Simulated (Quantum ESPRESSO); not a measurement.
# Mn3SnH: which magnetic order is lowest

A self-consistent run ends on one state, which hangs on the start. Several orders of Mn3SnH are started in Quantum ESPRESSO and their energies compared.

Program: Quantum ESPRESSO 7.5. Level of theory: LDA; plane waves with GBRV 1.5 LDA potentials, no spin-orbit coupling. Results are calculated unless marked as measured.

### Step 1. The structure

Symmetry: Pm-3m, No. 221, cubic system. The conventional cell has a = 4.004 Å, b = 4.004 Å, c = 4.004 Å, α = 90.00°, β = 90.00°, γ = 90.00°. Mn has 2 H at 2.00 Å and 4 Sn at 2.83 Å and 8 Mn at 2.83 Å nearest. Nearest to Sn lie 12 Mn at 2.83 Å. H has 6 Mn at 2.00 Å nearest. Farther neighbours are not listed.

The cell comes from Materials Project 2023-11-01, a database of computed structures, and need not be the stable phase.

### Step 2. Start 1: ferro +++

The signs are those of the starting moments on the seeded atoms, the atoms that are given a moment.

ASE passes magmoms on as starting_magnetization. pw.x reads values of 1 or more as Bohr magnetons; where all are smaller, it reads them as fractions of the valence charge.

Contents of pw.py:

```python
from ase import Atoms
from ase.calculators.espresso import Espresso, EspressoProfile

atoms = Atoms(['Mn', 'Mn', 'Mn', 'Sn', 'H'],
    cell=[[4.00389929, 0.0, 0.0],
         [0.0, 4.00389929, 0.0],
         [0.0, 0.0, 4.00389929]],
    scaled_positions=[[0.5, 0.0, 0.0],
         [0.0, 0.5, 0.0],
         [0.0, 0.0, 0.5],
         [0.5, 0.5, 0.5],
         [0.0, 0.0, 0.0]],
    pbc=True,
    magmoms=[3.5, 3.5, 3.5, 0.0, 0.0])
input_data = {
    'control': {'calculation': 'scf', 'prefix': 'pwscf', 'outdir': './tmp', 'disk_io': 'nowf'},
    'system': {'ecutwfc': 40.0, 'ecutrho': 280.0, 'nbnd': 45, 'occupations': 'smearing', 'smearing': 'fd', 'degauss': 0.00999582, 'nspin': 2},
    'electrons': {'conv_thr': 1e-08, 'electron_maxstep': 150, 'mixing_beta': 0.3},
}
atoms.calc = Espresso(
    profile=EspressoProfile(command='mpirun -n 2 pw.x -nk 2', pseudo_dir='pseudo'),
    pseudopotentials={'Sn': 'sn_lda_v1.4.uspp.F.UPF', 'H': 'h_lda_v1.4.uspp.F.UPF', 'Mn': 'mn_lda_v1.5.uspp.F.UPF'},
    input_data=input_data,
    kpts=(8, 8, 8),
    koffset=(0, 0, 0))
energy = atoms.get_potential_energy(force_consistent=True)
print(f'free energy: {energy:.6f} eV')
print('site moments (muB):', atoms.get_magnetic_moments().round(3))
```

Contents of espresso.pwi:

```
&CONTROL
   calculation      = 'scf'
   outdir           = './tmp'
   prefix           = 'pwscf'
   disk_io          = 'nowf'
   pseudo_dir       = 'pseudo'
/
&SYSTEM
   nbnd             = 45
   ecutwfc          = 40.0
   ecutrho          = 280.0
   occupations      = 'smearing'
   degauss          = 0.00999582
   smearing         = 'fd'
   nspin            = 2
   starting_magnetization(1) = 3.5
   starting_magnetization(2) = 0.0
   starting_magnetization(3) = 0.0
   ntyp             = 3
   nat              = 5
   ibrav            = 0
/
&ELECTRONS
   electron_maxstep = 150
   conv_thr         = 1e-08
   mixing_beta      = 0.3
/
&IONS
/
&CELL
/
&FCP
/
&RISM
/
ATOMIC_SPECIES
Mn  54.938044 mn_lda_v1.5.uspp.F.UPF
Sn  118.71 sn_lda_v1.4.uspp.F.UPF
H  1.008 h_lda_v1.4.uspp.F.UPF

K_POINTS automatic
8 8 8  0 0 0

CELL_PARAMETERS angstrom
4.00389929000000 0.00000000000000 0.00000000000000
0.00000000000000 4.00389929000000 0.00000000000000
0.00000000000000 0.00000000000000 4.00389929000000

ATOMIC_POSITIONS angstrom
Mn  2.0019496450 0.0000000000 0.0000000000  
Mn  0.0000000000 2.0019496450 0.0000000000  
Mn  0.0000000000 0.0000000000 2.0019496450  
Sn  2.0019496450 2.0019496450 2.0019496450  
H  0.0000000000 0.0000000000 0.0000000000
```

Launch:

```
$ OMP_NUM_THREADS=1 python3 pw.py > pw.log
```

Log:

```text
free energy: -10796.852600 eV
site moments (muB): [ 2.273  2.273  2.273 -0.114 -0.008]

--- espresso.pwo ---
Program PWSCF v.7.5 starts

Warning: card &CELL ignored
Warning: card &FCP ignored
Warning: card &RISM ignored

     Message from routine setup:
     using ibrav=0 with symmetry is DISCOURAGED, use correct ibrav instead

     K-points division:     npool     =       2
     Subspace diagonalization in iterative solution of the eigenvalue problem:

     G-vector sticks info
     --------------------
     sticks:   dense  smooth     PW     G-vecs:    dense   smooth      PW
     Sum        1281     733    221                34457    14795    2517

     Using Slab Decomposition

     bravais-lattice index     =            0
     lattice parameter (alat)  =       7.5663  a.u.
     unit-cell volume          =     433.1577 (a.u.)^3
     number of atoms/cell      =            5
     number of atomic types    =            3
     number of electrons       =        60.00
     number of Kohn-Sham states=           45
     kinetic-energy cutoff     =      40.0000  Ry
     charge density cutoff     =     280.0000  Ry
     scf convergence threshold =      1.0E-08
     mixing beta               =       0.3000
     number of iterations used =            8  plain     mixing
     Exchange-correlation=  SLA  PZ   NOGX NOGC
                           (   1   1   0   0   0   0   0)

     celldm(1)=   7.566273  celldm(2)=   0.000000  celldm(3)=   0.000000
     celldm(4)=   0.000000  celldm(5)=   0.000000  celldm(6)=   0.000000

     crystal axes: (cart. coord. in units of alat)
               a(1) = (   1.000000   0.000000   0.000000 )
               a(2) = (   0.000000   1.000000   0.000000 )
               a(3) = (   0.000000   0.000000   1.000000 )

     reciprocal axes: (cart. coord. in units 2 pi/alat)
               b(1) = (  1.000000  0.000000  0.000000 )
               b(2) = (  0.000000  1.000000  0.000000 )
               b(3) = (  0.000000  0.000000  1.000000 )

     PseudoPot. # 1 for Mn read from file:
     mn_lda_v1.5.uspp.F.UPF
     Pseudo is Ultrasoft + core correction, Zval = 15.0
     Generated by new atomic code, or converted to UPF format
     Using radial grid of  859 points,  6 beta functions with:
                l(1) =   0
                l(2) =   0
                l(3) =   1
                l(4) =   1
                l(5) =   2
                l(6) =   2
     Q(r) pseudized with  8 coefficients,  rinner =    0.950   0.950   0.950
                                                       0.950   0.950

     PseudoPot. # 2 for Sn read from file:
     sn_lda_v1.4.uspp.F.UPF
     Pseudo is Ultrasoft + core correction, Zval = 14.0
     Generated by new atomic code, or converted to UPF format
     Using radial grid of  891 points,  6 beta functions with:
                l(1) =   0
                l(2) =   0
                l(3) =   1
                l(4) =   1
                l(5) =   2
                l(6) =   2
     Q(r) pseudized with  8 coefficients,  rinner =    1.350   1.350   1.350
                                                       1.350   1.350

     PseudoPot. # 3 for H  read from file:
     h_lda_v1.4.uspp.F.UPF
     Pseudo is Ultrasoft, Zval =  1.0
     Generated by new atomic code, or converted to UPF format
     Using radial grid of  615 points,  2 beta functions with:
                l(1) =   0
                l(2) =   0
     Q(r) pseudized with  8 coefficients,  rinner =    0.700

     atomic species   valence    mass     pseudopotential
     Mn               15.00    54.93804     Mn( 1.00)
     Sn               14.00   118.71000     Sn( 1.00)
     H                 1.00     1.00800     H ( 1.00)

     Starting magnetic structure
     atomic species   magnetization
     Mn              0.233
     Sn              0.000
     H               0.000

     48 Sym. Ops., with inversion, found

   Cartesian axes

     site n.     atom                  positions (alat units)
         1        Mn     tau(   1) = (   0.5000000   0.0000000   0.0000000  )
         2        Mn     tau(   2) = (   0.0000000   0.5000000   0.0000000  )
         3        Mn     tau(   3) = (   0.0000000   0.0000000   0.5000000  )
         4        Sn     tau(   4) = (   0.5000000   0.5000000   0.5000000  )
         5        H      tau(   5) = (   0.0000000   0.0000000   0.0000000  )

     number of k points=    35  Fermi-Dirac smearing, width (Ry)=  0.0100
                       cart. coord. in units 2pi/alat
        k(    1) = (   0.0000000   0.0000000   0.0000000), wk =   0.0019531
        k(    2) = (   0.0000000   0.0000000   0.1250000), wk =   0.0117188
        k(    3) = (   0.0000000   0.0000000   0.2500000), wk =   0.0117188
        k(    4) = (   0.0000000   0.0000000   0.3750000), wk =   0.0117188
        k(    5) = (   0.0000000   0.0000000  -0.5000000), wk =   0.0058594
        [... 30 further k-points ...]

     Dense  grid:    34457 G-vectors     FFT dimensions: (  45,  45,  45)

     Smooth grid:    14795 G-vectors     FFT dimensions: (  32,  32,  32)

     Check: negative core charge=   -0.000049
     Generating pointlists ...
     new r_m :   0.2063 (alat units)  1.5605 (a.u.) for type    1
     new r_m :   0.2917 (alat units)  2.2069 (a.u.) for type    2
     new r_m :   0.2063 (alat units)  1.5605 (a.u.) for type    3

     Initial potential from superposition of free atoms

     starting charge      57.4998, renormalised to      60.0000
     Starting wfcs are   49 randomized atomic wfcs

     Self-consistent Calculation

     iteration #  1     ecut=    40.00 Ry     beta= 0.30
     Davidson diagonalization with overlap
     ethr =  1.00E-02,  avg # of iterations =  3.4

     total energy              =    -791.97993783 Ry
     estimated scf accuracy    <       7.37138309 Ry

     total magnetization       =     5.80 Bohr mag/cell
     absolute magnetization    =     6.01 Bohr mag/cell

     iteration #  2     ecut=    40.00 Ry     beta= 0.30
     Davidson diagonalization with overlap
     ethr =  1.00E-02,  avg # of iterations =  2.4

     total energy              =    -793.36790354 Ry
     estimated scf accuracy    <       1.16228504 Ry

     total magnetization       =     8.36 Bohr mag/cell
     absolute magnetization    =     8.71 Bohr mag/cell

     iteration #  3     ecut=    40.00 Ry     beta= 0.30
     Davidson diagonalization with overlap
     ethr =  1.94E-03,  avg # of iterations =  1.6

     total energy              =    -793.53918503 Ry
     estimated scf accuracy    <       0.05956990 Ry

     total magnetization       =     8.07 Bohr mag/cell
     absolute magnetization    =     8.44 Bohr mag/cell

     [... further iterations left out ...]

     iteration # 10     ecut=    40.00 Ry     beta= 0.30
     Davidson diagonalization with overlap
     ethr =  2.62E-08,  avg # of iterations =  2.1

     total energy              =    -793.55409819 Ry
     estimated scf accuracy    <       0.00000103 Ry

     total magnetization       =     7.69 Bohr mag/cell
     absolute magnetization    =     8.11 Bohr mag/cell

     iteration # 11     ecut=    40.00 Ry     beta= 0.30
     Davidson diagonalization with overlap
     ethr =  1.72E-09,  avg # of iterations =  2.5

     total energy              =    -793.55409858 Ry
     estimated scf accuracy    <       0.00000015 Ry

     total magnetization       =     7.69 Bohr mag/cell
     absolute magnetization    =     8.11 Bohr mag/cell

     iteration # 12     ecut=    40.00 Ry     beta= 0.30
     Davidson diagonalization with overlap
     ethr =  2.47E-10,  avg # of iterations =  2.6

     total energy              =    -793.55409876 Ry
     estimated scf accuracy    <       0.00000004 Ry

     total magnetization       =     7.69 Bohr mag/cell
     absolute magnetization    =     8.10 Bohr mag/cell

     iteration # 13     ecut=    40.00 Ry     beta= 0.30
     Davidson diagonalization with overlap
     ethr =  6.92E-11,  avg # of iterations =  3.0

     Magnetic moment per site  (integrated on atomic sphere of radius R)
     atom   1 (R=0.206)  charge= 12.1511  magn=  2.2733
     atom   2 (R=0.206)  charge= 12.1511  magn=  2.2733
     atom   3 (R=0.206)  charge= 12.1511  magn=  2.2733
     atom   4 (R=0.292)  charge= 11.8544  magn= -0.1143
     atom   5 (R=0.206)  charge=  1.1927  magn= -0.0080

     End of self-consistent calculation

     [... lines left out ...]
     the Fermi energy is    14.6555 ev

!    total energy              =    -793.55409879 Ry
     estimated scf accuracy    <          9.9E-09 Ry
     smearing contrib. (-TS)   =      -0.01998911 Ry
     internal energy E=F+TS    =    -793.53410968 Ry

     The total energy is F=E-TS. E is the sum of the following terms:
     one-electron contribution =    -345.57832290 Ry
     hartree contribution      =     206.00579406 Ry
     xc contribution           =    -121.91724845 Ry
     ewald contribution        =    -532.04433238 Ry

     total magnetization       =     7.69 Bohr mag/cell
     absolute magnetization    =     8.10 Bohr mag/cell

     convergence has been achieved in  13 iterations

=------------------------------------------------------------------------------=
   JOB DONE.
=------------------------------------------------------------------------------=
```

Elapsed: 43 s, on 2 MPI ranks of Intel Xeon Platinum 8488C (Sapphire Rapids), shared host; peak memory 0.38 GiB; 86 s of CPU time.

Spin moment in the atom's sphere by atom:

```csv
atom,spin moment in the atom's sphere (μB)
Mn1,2.27
Mn2,2.27
Mn3,2.27
Sn4,-0.11
H5,-0.01
```

This step gave:

```yaml
smearing_term_ts: 0.2720 eV
magnetization: 7.687 μB
absolute_magnetization: 8.103 μB
final_state: ferromagnetic
```

(Continued in part 2 of 2.)

[Logs and program files are shortened in this print: banners, set-up blocks, solver, clock and traceback lines can be left out without a mark of their own.]

[Logs are printed without paths, hosts, clocks, repeated set-up lines and the standing remarks that a program may print on its own settings, such as how far it seeks lower states.]

[Hosts, paths, dates, database ids (printed as entryN), source tags and the programs' standing remarks are cut or masked in the printed files.]

[Where a cell is said to come from a database of computed structures, the database is the Materials Project.]
